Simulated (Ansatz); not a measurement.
## Li on Ta(110): change of the work function

Wanted: Δφ(θ) for Li/Ta(110), starting from the hollow site.

Main program and level: Ansatz 0.2.0; plane-wave DFT, PBE, Ansatz PAW.

**1. Starting point**

The cell holds 4 atoms: 4 Ta. Its edges and angles: a = 2.867 Å, b = 2.867 Å, c = 25.022 Å, α = 90.0°, β = 90.0°, γ = 70.5°. Vacuum lies along c.

**2. The clean slab**

The bare slab comes first, as the zero from which every change is counted. The two lowest layers are held at bulk places and the upper ones relax. The dipole correction removes the false field that a one-sided slab makes across the periodic vacuum, so each face gets a flat vacuum level of its own.

input.yaml reads:

```yaml
crystal:
  lattice:
    - [2.3405234457, -1.655, 0.0]
    - [2.3405234457, 1.655, 0.0]
    - [0.0, 0.0, 25.0215703372]
  atoms:
    - { symbol: Ta, position: [0.0, 0.0, 0.3596896549] }
    - { symbol: Ta, position: [0.5, 0.5, 0.453229885] }
    - { symbol: Ta, position: [0.0, 0.0, 0.546770115] }
    - { symbol: Ta, position: [0.5, 0.5, 0.6403103451] }
kpoints:
  mp_grid: { grid: [12, 12, 1] }
hamiltonian:
  xc: pbe
scf:
  occupations: { method: fermi_dirac, width: 0.1 }
  convergence: { dr2_threshold: 1.0e-08 }
efield:
  axis: 3
  dipole_correction: true
  ramp_position: 0.97
  ramp_width: 0.06
relax:
  f_tol: 0.02
  max_steps: 60
  constraints: [{ sites: [0, 1] }]
output:
  write_potential: true
  write_density: true
  volumetric_format: npy
```

Run with:

```sh
$ ansatz run input.yaml --threads 4 --pin off --max-ram 16384MiB --backend cpu --events-out ev --progress --plain --runs-dir out
```

Numbers of over 12 decimals in the logs are rounded to 6 here.

What it wrote:

```text
Engine: ansatz 0.2.0, aarch64-unknown-linux-gnu
Pseudopotentials: kind: paw
Pseudopotential: Ta, paw, valence charge 13, recommended cutoff 420 eV (normal), Ta.paw.azcp
Functional definition: PBE
  parameter kappa = 0.804
  parameter beta = 0.066725
  exchange = pbe_x(kappa = kappa, mu = beta*pi^2/3)
  correlation = pbe_c(beta = beta)
Crystal: 4 atoms, lattice volume = 193.845 Å³
Basis set: ecut = 420 eV, 3793 PW (Γ), exchange–correlation on 40×40×360 points (8 copies of the dense FFT grid, shifted against one another)
Bands: 32, of which v1, the nominal top of the filled ones, is band 26 counted from 1 (25 counted from 0)
Symmetry: 4 space group operations
k-points: 43 of 144
Non-local potential: Ta, projectors of the file, l = 0: 3, l = 1: 2, l = 2: 2, l = 3: 1
PAW form: soft (Blöchl's): semilocal exchange-correlation on the pseudo side does not see the compensation charge
PAW one-centre angular grid: Ta, 590 points (default); XC on 64 Gauss nodes
Initial density: superposition of atomic densities (neutral atoms: chi_scale 0, normalization atom), corrected by the library's trained network
Initial wavefunctions: pseudopotential atomic-orbital guess
Functional: x = pbe(κ = 0.804, μ = 0.219515), c = pbe(β = 0.066725)
SCF iter   1: F=—  HF=-39726.805781 eV  |F-HF|=—  |Δ(HF+E_count)|=         —  Δρ=5.76e-3  dr2=1.31e0  ethr=1.77e-3  p=0.000 e·Å  D=2.87e-15 V/Å  ΔV_dip=-0.00 eV  dr2_dipole=3.97e-7  V_vac-E_F(+/−)=4.99/4.99 eV  ⟨swp⟩=7.2  Hψ=6700  notcnv=0
efield: sawtooth ramp at fractional position 0.9700 (set: `efield.ramp_position`, or a place that a band, a saddle search or an elastic batch's reference lends), width 0.0600; the density the first Hamiltonian is built on has a dipole p = 0.000 e·Å; the dipole correction subtracts the counter field D = 2.87e-15 V/Å, which shifts the + side's vacuum level by -0.00 eV against the − side's; the planar-averaged density in the ramp window peaks in size at 1.7e-5 e/Å³
preconditioner: auto → LDOS  [metal: Δε(μ)=0.027 eV  Ē_g=3.845 eV  σ=0.100 eV  W_gap=0.07  n_scr=16 (ndim 8)  ℏωp=11.9 eV  f_vac=0.544  D(μ)=5.69/eV (n_scr^D=18)  β→1.0]
SCF iter   2: F=—  HF=-39726.762829 eV  |F-HF|=—  |Δ(HF+E_count)|=   4.30e-2  Δρ=1.63e-3  dr2=8.36e-3  ethr=1.77e-3  p=0.000 e·Å  D=1.67e-5 V/Å  ΔV_dip=-0.00 eV  dr2_dipole=3.15e-7  V_vac-E_F(+/−)=4.81/4.81 eV  ⟨swp⟩=1.4  Hψ=1741  notcnv=0
SCF iter   3: F=—  HF=-39726.763830 eV  |F-HF|=—  |Δ(HF+E_count)|=   1.00e-3  Δρ=5.10e-4  dr2=2.77e-3  ethr=1.61e-5  p=0.000 e·Å  D=3.06e-6 V/Å  ΔV_dip=-0.00 eV  dr2_dipole=3.35e-9  V_vac-E_F(+/−)=4.83/4.83 eV  ⟨swp⟩=2.9  Hψ=2823  notcnv=0
SCF iter   4: F=—  HF=-39726.763797 eV  |F-HF|=—  |Δ(HF+E_count)|=   3.32e-5  Δρ=1.73e-4  dr2=1.10e-4  ethr=5.34e-6  p=0.000 e·Å  D=2.16e-6 V/Å  ΔV_dip=-0.00 eV  dr2_dipole=4.75e-12  V_vac-E_F(+/−)=4.82/4.82 eV  ⟨swp⟩=2.3  Hψ=2226  notcnv=0
SCF iter   5: F=—  HF=-39726.763802 eV  |F-HF|=—  |Δ(HF+E_count)|=   5.00e-6  Δρ=5.33e-5  dr2=4.45e-6  ethr=2.12e-7  p=0.000 e·Å  D=1.34e-6 V/Å  ΔV_dip=-0.00 eV  dr2_dipole=4.23e-11  V_vac-E_F(+/−)=4.81/4.81 eV  ⟨swp⟩=2.5  Hψ=2216  notcnv=0
SCF iter   6: F=—  HF=-39726.763676 eV  |F-HF|=—  |Δ(HF+E_count)|=   1.25e-4  Δρ=2.05e-5  dr2=1.62e-6  ethr=8.57e-9  p=0.000 e·Å  D=6.97e-7 V/Å  ΔV_dip=-0.00 eV  dr2_dipole=2.92e-13  V_vac-E_F(+/−)=4.81/4.81 eV  ⟨swp⟩=2.7  Hψ=2519  notcnv=0
SCF iter   7: F=—  HF=-39726.763677 eV  |F-HF|=—  |Δ(HF+E_count)|=   4.16e-7  Δρ=5.04e-6  dr2=4.42e-8  ethr=3.12e-9  p=0.000 e·Å  D=3.02e-7 V/Å  ΔV_dip=-0.00 eV  dr2_dipole=1.73e-12  V_vac-E_F(+/−)=4.81/4.81 eV  ⟨swp⟩=2.7  Hψ=2586  notcnv=0
SCF iter   8: F=-39726.763677 eV  HF=-39726.763677 eV  |F-HF|=1.95e-8  |Δ(HF+E_count)|=   7.49e-8  Δρ=1.58e-6  dr2=3.85e-9  ethr=1.92e-11  p=0.000 e·Å  D=1.31e-7 V/Å  ΔV_dip=-0.00 eV  dr2_dipole=1.82e-13  V_vac-E_F(+/−)=4.81/4.81 eV  ⟨swp⟩=10.9  Hψ=10415  notcnv=0
SCF 1 converged in 8 iterations: F = -39726.763677 eV  dr2 = 3.85e-9
  greatest PAW one-centre occupation: 0.999 electrons in one spin orbital (limit 2), on the Ta atom at site 0 (counted from 0), in its partial waves of l = 0
relax step   1: F+E_penalty+E_count = -39726.76367691 eV  Δ(F+E_penalty+E_count) = +0.000e0 eV  max|allowed force component| = 4.148e-1 eV/Å  Δτ_max = 0.0000 Å  (8 SCF iters, accepted)
Initial density: handed on by an earlier stage of this run
Initial wavefunctions: those handed on with the density
iter 1 solved again at ethr=2.39e-3 eV; its pass at ethr=3.10e-3 eV (dr2=1.24e0 eV) is discarded
SCF iter   1: F=—  HF=-39726.839725 eV  |F-HF|=—  |Δ(HF+E_count)|=         —  Δρ=9.90e-3  dr2=1.15e0  ethr=2.39e-3  p=0.000 e·Å  D=1.07e-6 V/Å  ΔV_dip=-0.00 eV  dr2_dipole=5.18e-3  V_vac-E_F(+/−)=4.85/4.85 eV  ⟨swp⟩=1.1  Hψ=5524  notcnv=0
efield: sawtooth ramp at fractional position 0.9700 (set: `efield.ramp_position`, or a place that a band, a saddle search or an elastic batch's reference lends), width 0.0600; the density the first Hamiltonian is built on has a dipole p = 0.000 e·Å; the dipole correction subtracts the counter field D = 1.07e-6 V/Å, which shifts the + side's vacuum level by -0.00 eV against the − side's; the planar-averaged density in the ramp window peaks in size at 9.3e-6 e/Å³
preconditioner: auto → LDOS  [metal: Δε(μ)=0.002 eV  Ē_g=3.957 eV  σ=0.100 eV  W_gap=0.00  n_scr=16 (ndim 8)  ℏωp=11.9 eV  f_vac=0.555  D(μ)=5.52/eV (n_scr^D=18)  β→1.0]
SCF iter   2: F=—  HF=-39726.769057 eV  |F-HF|=—  |Δ(HF+E_count)|=   7.07e-2  Δρ=5.59e-3  dr2=2.66e-1  ethr=2.21e-3  p=0.012 e·Å  D=1.12e-2 V/Å  ΔV_dip=-0.28 eV  dr2_dipole=6.71e-3  V_vac-E_F(+/−)=4.53/4.81 eV  ⟨swp⟩=3.0  Hψ=2184  notcnv=0
SCF iter   3: F=—  HF=-39726.745759 eV  |F-HF|=—  |Δ(HF+E_count)|=   2.33e-2  Δρ=1.82e-3  dr2=2.99e-2  ethr=5.11e-4  p=0.006 e·Å  D=5.53e-3 V/Å  ΔV_dip=-0.14 eV  dr2_dipole=1.11e-3  V_vac-E_F(+/−)=4.69/4.83 eV  ⟨swp⟩=3.1  Hψ=2953  notcnv=0
SCF iter   4: F=—  HF=-39726.742032 eV  |F-HF|=—  |Δ(HF+E_count)|=   3.73e-3  Δρ=4.37e-4  dr2=8.85e-4  ethr=5.74e-5  p=0.006 e·Å  D=5.97e-3 V/Å  ΔV_dip=-0.15 eV  dr2_dipole=2.49e-5  V_vac-E_F(+/−)=4.67/4.82 eV  ⟨swp⟩=2.3  Hψ=2120  notcnv=0
SCF iter   5: F=—  HF=-39726.742227 eV  |F-HF|=—  |Δ(HF+E_count)|=   1.95e-4  Δρ=1.46e-4  dr2=1.02e-4  ethr=1.70e-6  p=0.006 e·Å  D=5.82e-3 V/Å  ΔV_dip=-0.15 eV  dr2_dipole=1.05e-5  V_vac-E_F(+/−)=4.68/4.82 eV  ⟨swp⟩=2.2  Hψ=2050  notcnv=0
SCF iter   6: F=—  HF=-39726.742256 eV  |F-HF|=—  |Δ(HF+E_count)|=   2.93e-5  Δρ=4.66e-5  dr2=2.46e-5  ethr=1.96e-7  p=0.006 e·Å  D=5.53e-3 V/Å  ΔV_dip=-0.14 eV  dr2_dipole=6.35e-6  V_vac-E_F(+/−)=4.68/4.82 eV  ⟨swp⟩=2.4  Hψ=2107  notcnv=0
SCF iter   7: F=—  HF=-39726.742246 eV  |F-HF|=—  |Δ(HF+E_count)|=   1.02e-5  Δρ=1.66e-5  dr2=2.34e-6  ethr=4.72e-8  p=0.006 e·Å  D=5.42e-3 V/Å  ΔV_dip=-0.14 eV  dr2_dipole=1.74e-8  V_vac-E_F(+/−)=4.69/4.82 eV  ⟨swp⟩=2.3  Hψ=1764  notcnv=0
SCF iter   8: F=—  HF=-39726.742124 eV  |F-HF|=—  |Δ(HF+E_count)|=   1.22e-4  Δρ=4.53e-6  dr2=6.34e-8  ethr=4.51e-9  p=0.006 e·Å  D=5.34e-3 V/Å  ΔV_dip=-0.13 eV  dr2_dipole=2.64e-9  V_vac-E_F(+/−)=4.69/4.82 eV  ⟨swp⟩=2.0  Hψ=1815  notcnv=0
SCF iter   9: F=—  HF=-39726.742124 eV  |F-HF|=—  |Δ(HF+E_count)|=   6.07e-8  Δρ=1.58e-6  dr2=1.93e-8  ethr=1.92e-11  p=0.006 e·Å  D=5.32e-3 V/Å  ΔV_dip=-0.13 eV  dr2_dipole=5.06e-9  V_vac-E_F(+/−)=4.69/4.82 eV  ⟨swp⟩=11.3  Hψ=10973  notcnv=0
SCF iter  10: F=-39726.742124 eV  HF=-39726.742124 eV  |F-HF|=1.79e-9  |Δ(HF+E_count)|=   1.34e-8  Δρ=5.81e-7  dr2=1.34e-9  ethr=1.92e-11  p=0.006 e·Å  D=5.31e-3 V/Å  ΔV_dip=-0.13 eV  dr2_dipole=4.40e-10  V_vac-E_F(+/−)=4.69/4.82 eV  ⟨swp⟩=10.0  Hψ=9405  notcnv=0
SCF 2 converged in 10 iterations: F = -39726.742124 eV  dr2 = 1.34e-9
  greatest PAW one-centre occupation: 1.000 electrons in one spin orbital (limit 2), on the Ta atom at site 3 (counted from 0), in its partial waves of l = 0
relax step   2: F+E_penalty+E_count = -39726.74212442 eV  Δ(F+E_penalty+E_count) = +2.155e-2 eV  max|allowed force component| = 7.793e-1 eV/Å  Δτ_max = 0.1926 Å  (10 SCF iters, rejected (line search))
iter 1 solved again at ethr=8.38e-4 eV; its pass at ethr=3.10e-3 eV (dr2=4.36e-1 eV) is discarded
SCF iter   1: F=—  HF=-39726.815846 eV  |F-HF|=—  |Δ(HF+E_count)|=         —  Δρ=5.63e-3  dr2=4.24e-1  ethr=8.38e-4  p=0.006 e·Å  D=5.31e-3 V/Å  ΔV_dip=-0.13 eV  dr2_dipole=4.73e-3  V_vac-E_F(+/−)=4.67/4.80 eV  ⟨swp⟩=1.2  Hψ=4821  notcnv=0
efield: sawtooth ramp at fractional position 0.9700 (set: `efield.ramp_position`, or a place that a band, a saddle search or an elastic batch's reference lends), width 0.0600; the density the first Hamiltonian is built on has a dipole p = 0.006 e·Å; the dipole correction subtracts the counter field D = 5.31e-3 V/Å, which shifts the + side's vacuum level by -0.13 eV against the − side's; the planar-averaged density in the ramp window peaks in size at 5.6e-6 e/Å³
preconditioner: auto → LDOS  [metal: Δε(μ)=0.011 eV  Ē_g=3.847 eV  σ=0.100 eV  W_gap=0.03  n_scr=16 (ndim 8)  ℏωp=11.9 eV  f_vac=0.548  D(μ)=5.97/eV (n_scr^D=30)  β→1.0]
SCF iter   2: F=—  HF=-39726.790129 eV  |F-HF|=—  |Δ(HF+E_count)|=   2.57e-2  Δρ=3.00e-3  dr2=5.27e-2  ethr=8.15e-4  p=-0.002 e·Å  D=-1.66e-3 V/Å  ΔV_dip=0.04 eV  dr2_dipole=2.68e-3  V_vac-E_F(+/−)=4.86/4.82 eV  ⟨swp⟩=2.7  Hψ=2118  notcnv=0
SCF iter   3: F=—  HF=-39726.784849 eV  |F-HF|=—  |Δ(HF+E_count)|=   5.28e-3  Δρ=1.14e-3  dr2=1.41e-2  ethr=1.01e-4  p=0.002 e·Å  D=2.13e-3 V/Å  ΔV_dip=-0.05 eV  dr2_dipole=1.26e-3  V_vac-E_F(+/−)=4.77/4.82 eV  ⟨swp⟩=2.8  Hψ=2591  notcnv=0
SCF iter   4: F=—  HF=-39726.783334 eV  |F-HF|=—  |Δ(HF+E_count)|=   1.52e-3  Δρ=3.41e-4  dr2=1.45e-3  ethr=2.72e-5  p=0.002 e·Å  D=1.77e-3 V/Å  ΔV_dip=-0.04 eV  dr2_dipole=2.49e-4  V_vac-E_F(+/−)=4.77/4.82 eV  ⟨swp⟩=2.0  Hψ=1772  notcnv=0
SCF iter   5: F=—  HF=-39726.783268 eV  |F-HF|=—  |Δ(HF+E_count)|=   6.56e-5  Δρ=1.01e-4  dr2=7.32e-5  ethr=2.78e-6  p=0.002 e·Å  D=1.73e-3 V/Å  ΔV_dip=-0.04 eV  dr2_dipole=4.36e-6  V_vac-E_F(+/−)=4.77/4.82 eV  ⟨swp⟩=2.1  Hψ=1774  notcnv=0
SCF iter   6: F=—  HF=-39726.783249 eV  |F-HF|=—  |Δ(HF+E_count)|=   1.90e-5  Δρ=2.91e-5  dr2=2.16e-6  ethr=1.41e-7  p=0.002 e·Å  D=1.85e-3 V/Å  ΔV_dip=-0.05 eV  dr2_dipole=9.87e-8  V_vac-E_F(+/−)=4.77/4.82 eV  ⟨swp⟩=2.8  Hψ=2503  notcnv=0
SCF iter   7: F=—  HF=-39726.783127 eV  |F-HF|=—  |Δ(HF+E_count)|=   1.22e-4  Δρ=1.01e-5  dr2=3.48e-7  ethr=4.15e-9  p=0.002 e·Å  D=1.92e-3 V/Å  ΔV_dip=-0.05 eV  dr2_dipole=1.11e-8  V_vac-E_F(+/−)=4.77/4.82 eV  ⟨swp⟩=2.3  Hψ=2301  notcnv=0
SCF iter   8: F=—  HF=-39726.783127 eV  |F-HF|=—  |Δ(HF+E_count)|=   2.34e-7  Δρ=2.98e-6  dr2=4.09e-8  ethr=6.70e-10  p=0.002 e·Å  D=1.98e-3 V/Å  ΔV_dip=-0.05 eV  dr2_dipole=1.09e-10  V_vac-E_F(+/−)=4.77/4.82 eV  ⟨swp⟩=2.3  Hψ=2073  notcnv=0
SCF iter   9: F=-39726.783127 eV  HF=-39726.783127 eV  |F-HF|=3.39e-9  |Δ(HF+E_count)|=   3.83e-8  Δρ=1.03e-6  dr2=5.51e-9  ethr=1.92e-11  p=0.002 e·Å  D=1.99e-3 V/Å  ΔV_dip=-0.05 eV  dr2_dipole=6.10e-10  V_vac-E_F(+/−)=4.77/4.82 eV  ⟨swp⟩=10.8  Hψ=10464  notcnv=0
SCF 3 converged in 9 iterations: F = -39726.783127 eV  dr2 = 5.51e-9
relax step   3: F+E_penalty+E_count = -39726.78312741 eV  Δ(F+E_penalty+E_count) = -1.945e-2 eV  max|allowed force component| = 1.779e-2 eV/Å  Δτ_max = 0.0888 Å  (9 SCF iters, accepted)
NSCF: frozen V_eff on 43 k-points
the band table was solved once a step of the walk had ended and its energy, with any forces and stress, was formed, with the checks that follow a solve (7258 applications of the Hamiltonian). They found nothing against the state; the energy, forces and stress were not computed again (output.eigenvalues in the input reference)
WARN: The output density's exchange-correlation potential varies sharply where the density is thin. Do not read a vacuum level from v_tot or v_xc, or from such a field of the output density. On a cell that repeats whose density bears no net charge and no dipole along the vacuum's axis use v_es (v_loc + v_h of the components); under efield.dipole_correction with no amplitude use v_es + v_field, which holds any externa [...]
SCF converged after 9 iterations
Free energy (F): -39726.783127 eV
Harris-Foulkes:  -39726.783127 eV  (|F-HF|=3.39e-9)
Internal energy: -39726.594280 eV  (E = F + TS)
E sigma→0 (E₀):  -39726.688704 eV
Entropy (-TS):   -0.188848 eV (-47.212 meV/atom)
Fermi energy:    4.106388 eV
Dipole field:    D = 0.002028 V/Å  (p = 0.002172 e·Å, saw-weighted, corrected)
Work function:   Φ+ = 4.7668 eV   Φ− = 4.8176 eV
Levels:          The Fermi level and band energies are counted from a zero that moves with the ramp; work functions are not
--- Per-component energies (eV) ---
  E_band       = -1175.816873
  E_kinetic    = 1457.922004
  E_local      = -55624.545187  (includes V_loc(G=0)·N_el)
  E_nonlocal   = 59.651063
  E_hartree    = 27096.646443
  E_xc         = -870.143284
  E_vxc        = -811.251716  (∫ρ·V_xc dr)
  E_paw        = -33585.914433  (= ΣΔE_a)
  E_vpaw       = -450.895849  (= ΣTr[D̂ρ^β])
  E_aug_tail   = 0.000571  (compensation charges beyond the density's cutoff)
  E_efield     = 0.000002  (sawtooth field / dipole correction)
  E_vefield    = 0.002282  (∫n·V_field dr)
  E_ewald      = 21739.788541
  E_smearing   = -0.188848  (= −TS)
  E_closure    = -0.000000  (closes the sum)
  Σ components = -39726.783127   (vs F -39726.783127, Δ=0.00e0)
--- Forces (eV/Å), atoms counted from 1 ---
  atom   1  Ta     0.00000000     0.00000000     0.43128867
  atom   2  Ta     0.00000000     0.00000000    -0.43322402
  atom   3  Ta     0.00000000     0.00000000    -0.01585177
  atom   4  Ta     0.00000000     0.00000000     0.01778526
  max |Σ_I F_I| component: 1.87e-6 eV/Å
--- Band table (eV; the first three rows and the last of 43) ---
  k-point 0: bands = [... 22 lower, 3.5859, 3.8018, 3.9092, 4.4738, 4.5203, 4.6621, 5.1191, 5.3470, ... 2 higher]
  k-point 1: bands = [... 22 lower, 3.5025, 3.7840, 3.9078, 4.2606, 4.4534, 4.7338, 5.0508, 5.2065, ... 2 higher]
  k-point 2: bands = [... 22 lower, 3.3305, 3.6231, 3.8165, 3.9022, 4.1304, 4.4107, 5.2264, 5.4658, ... 2 higher]
  k-point 42: bands = [... 22 lower, 2.9030, 3.3565, 4.2352, 5.6752, 5.9858, 6.4812, 6.5254, 6.5718, ... 2 higher]
--- Relaxed structure (3 steps of the walk, 2 accepted, 0 SCFs on fresh bases) ---
  F+E_penalty+E_count = -39726.78312741 eV   max|allowed force component| = 1.779e-2 eV/Å
  atoms:
    - { symbol: Ta, position: [0.0, 0.0, 0.3596896549] }
    - { symbol: Ta, position: [0.5, 0.5, 0.453230] }
    - { symbol: Ta, position: [0.0, 0.0, 0.546866] }
    - { symbol: Ta, position: [0.5, 0.5, 0.636762] }
```

It took 21 s on 4 threads of Arm Neoverse V1, shared host; peak memory 0.57 GiB.

The steps of the relaxation:

```
step  energy less that of the first step (eV)  largest force component (eV/Å)
   1                                   0.0000                          0.4148
   2                                   0.0216                          0.7793
   3                                  -0.0194                          0.0178
```

Relaxation step 2 was tried and not accepted.

Forces are held to the 4 operations that the run works with; a distortion that breaks them can't arise in this run.

The atoms that moved most (Å):

```csv
atom,dx,dy,dz,length
Ta4,0.000,0.000,-0.089,0.089
```

Final coordinates:

```cif
data_structure
_symmetry_space_group_name_H-M 'P 1'
_symmetry_Int_Tables_number 1
_cell_length_a 2.8665
_cell_length_b 2.8665
_cell_length_c 25.0216
_cell_angle_alpha 90.000
_cell_angle_beta 90.000
_cell_angle_gamma 70.529
_cell_volume 193.85
loop_
_atom_site_label
_atom_site_type_symbol
_atom_site_fract_x
_atom_site_fract_y
_atom_site_fract_z
_atom_site_occupancy
Ta1 Ta 0.00000 0.00000 0.35969 1
Ta2 Ta 0.50000 0.50000 0.45323 1
Ta3 Ta 0.00000 0.00000 0.54687 1
Ta4 Ta 0.50000 0.50000 0.63676 1
```

This step gave:

```
energy at zero smearing        : -39726.6887 eV
work function, upper face      : 4.767 eV
work function, lower face      : 4.818 eV
dipole along the normal        : 0.002172 e·Å
step between the vacuum levels : -0.05074 eV
```

Running mean over 2.341 Å of the planar mean; the ramp of the sawtooth is left out. Electron's electrostatic potential energy less the Fermi level against z:

| z (Å) | electron's electrostatic potential energy less the Fermi level (eV) |
| --- | --- |
| 3.5 | 4.82 |
| 4.0 | 4.82 |
| 4.5 | 4.81 |
| 5.0 | 4.80 |
| 5.5 | 4.76 |
| 6.0 | 4.62 |
| 6.5 | 4.21 |
| 7.0 | 2.96 |
| 7.5 | -0.234 |
| 8.0 | -5.19 |
| 8.5 | -8.90 |
| 9.0 | -10.1 |
| 9.5 | -10.1 |
| 10.0 | -10.0 |
| 10.5 | -10.00 |
| 11.0 | -9.98 |
| 11.5 | -9.97 |
| 12.0 | -9.96 |
| 12.5 | -9.95 |
| 13.0 | -9.96 |
| 13.5 | -10.0 |
| 14.0 | -10.3 |
| 14.5 | -10.7 |
| 15.0 | -10.9 |
| 15.5 | -10.5 |
| 16.0 | -10.1 |
| 16.5 | -8.57 |
| 17.0 | -4.55 |
| 17.5 | 0.305 |
| 18.0 | 3.18 |
| 18.5 | 4.25 |
| 19.0 | 4.60 |
| 19.5 | 4.72 |
| 20.0 | 4.75 |
| 20.5 | 4.76 |
| 21.0 | 4.77 |
| 21.5 | 4.77 |

The relaxation took 3 steps and lowered the energy by 0.019 eV; the largest force on the free atoms ends at 0.018 eV/Å.

The work function of the upper face is 4.77 eV.

(Part 1 of 4 ends here.)

[Logs are printed without paths, hosts, clocks, repeated set-up lines and the standing remarks that a program may print on its own settings, such as how far it seeks lower states.]

[Hosts, paths, dates, database ids (printed as entryN), source tags and the programs' standing remarks are cut or masked in the printed files.]

[Maps of the electrostatic potential energy from Ansatz leave out the sawtooth potential of an applied field or a dipole correction, so their vacuum need not be flat; planar profiles and work functions include it.]
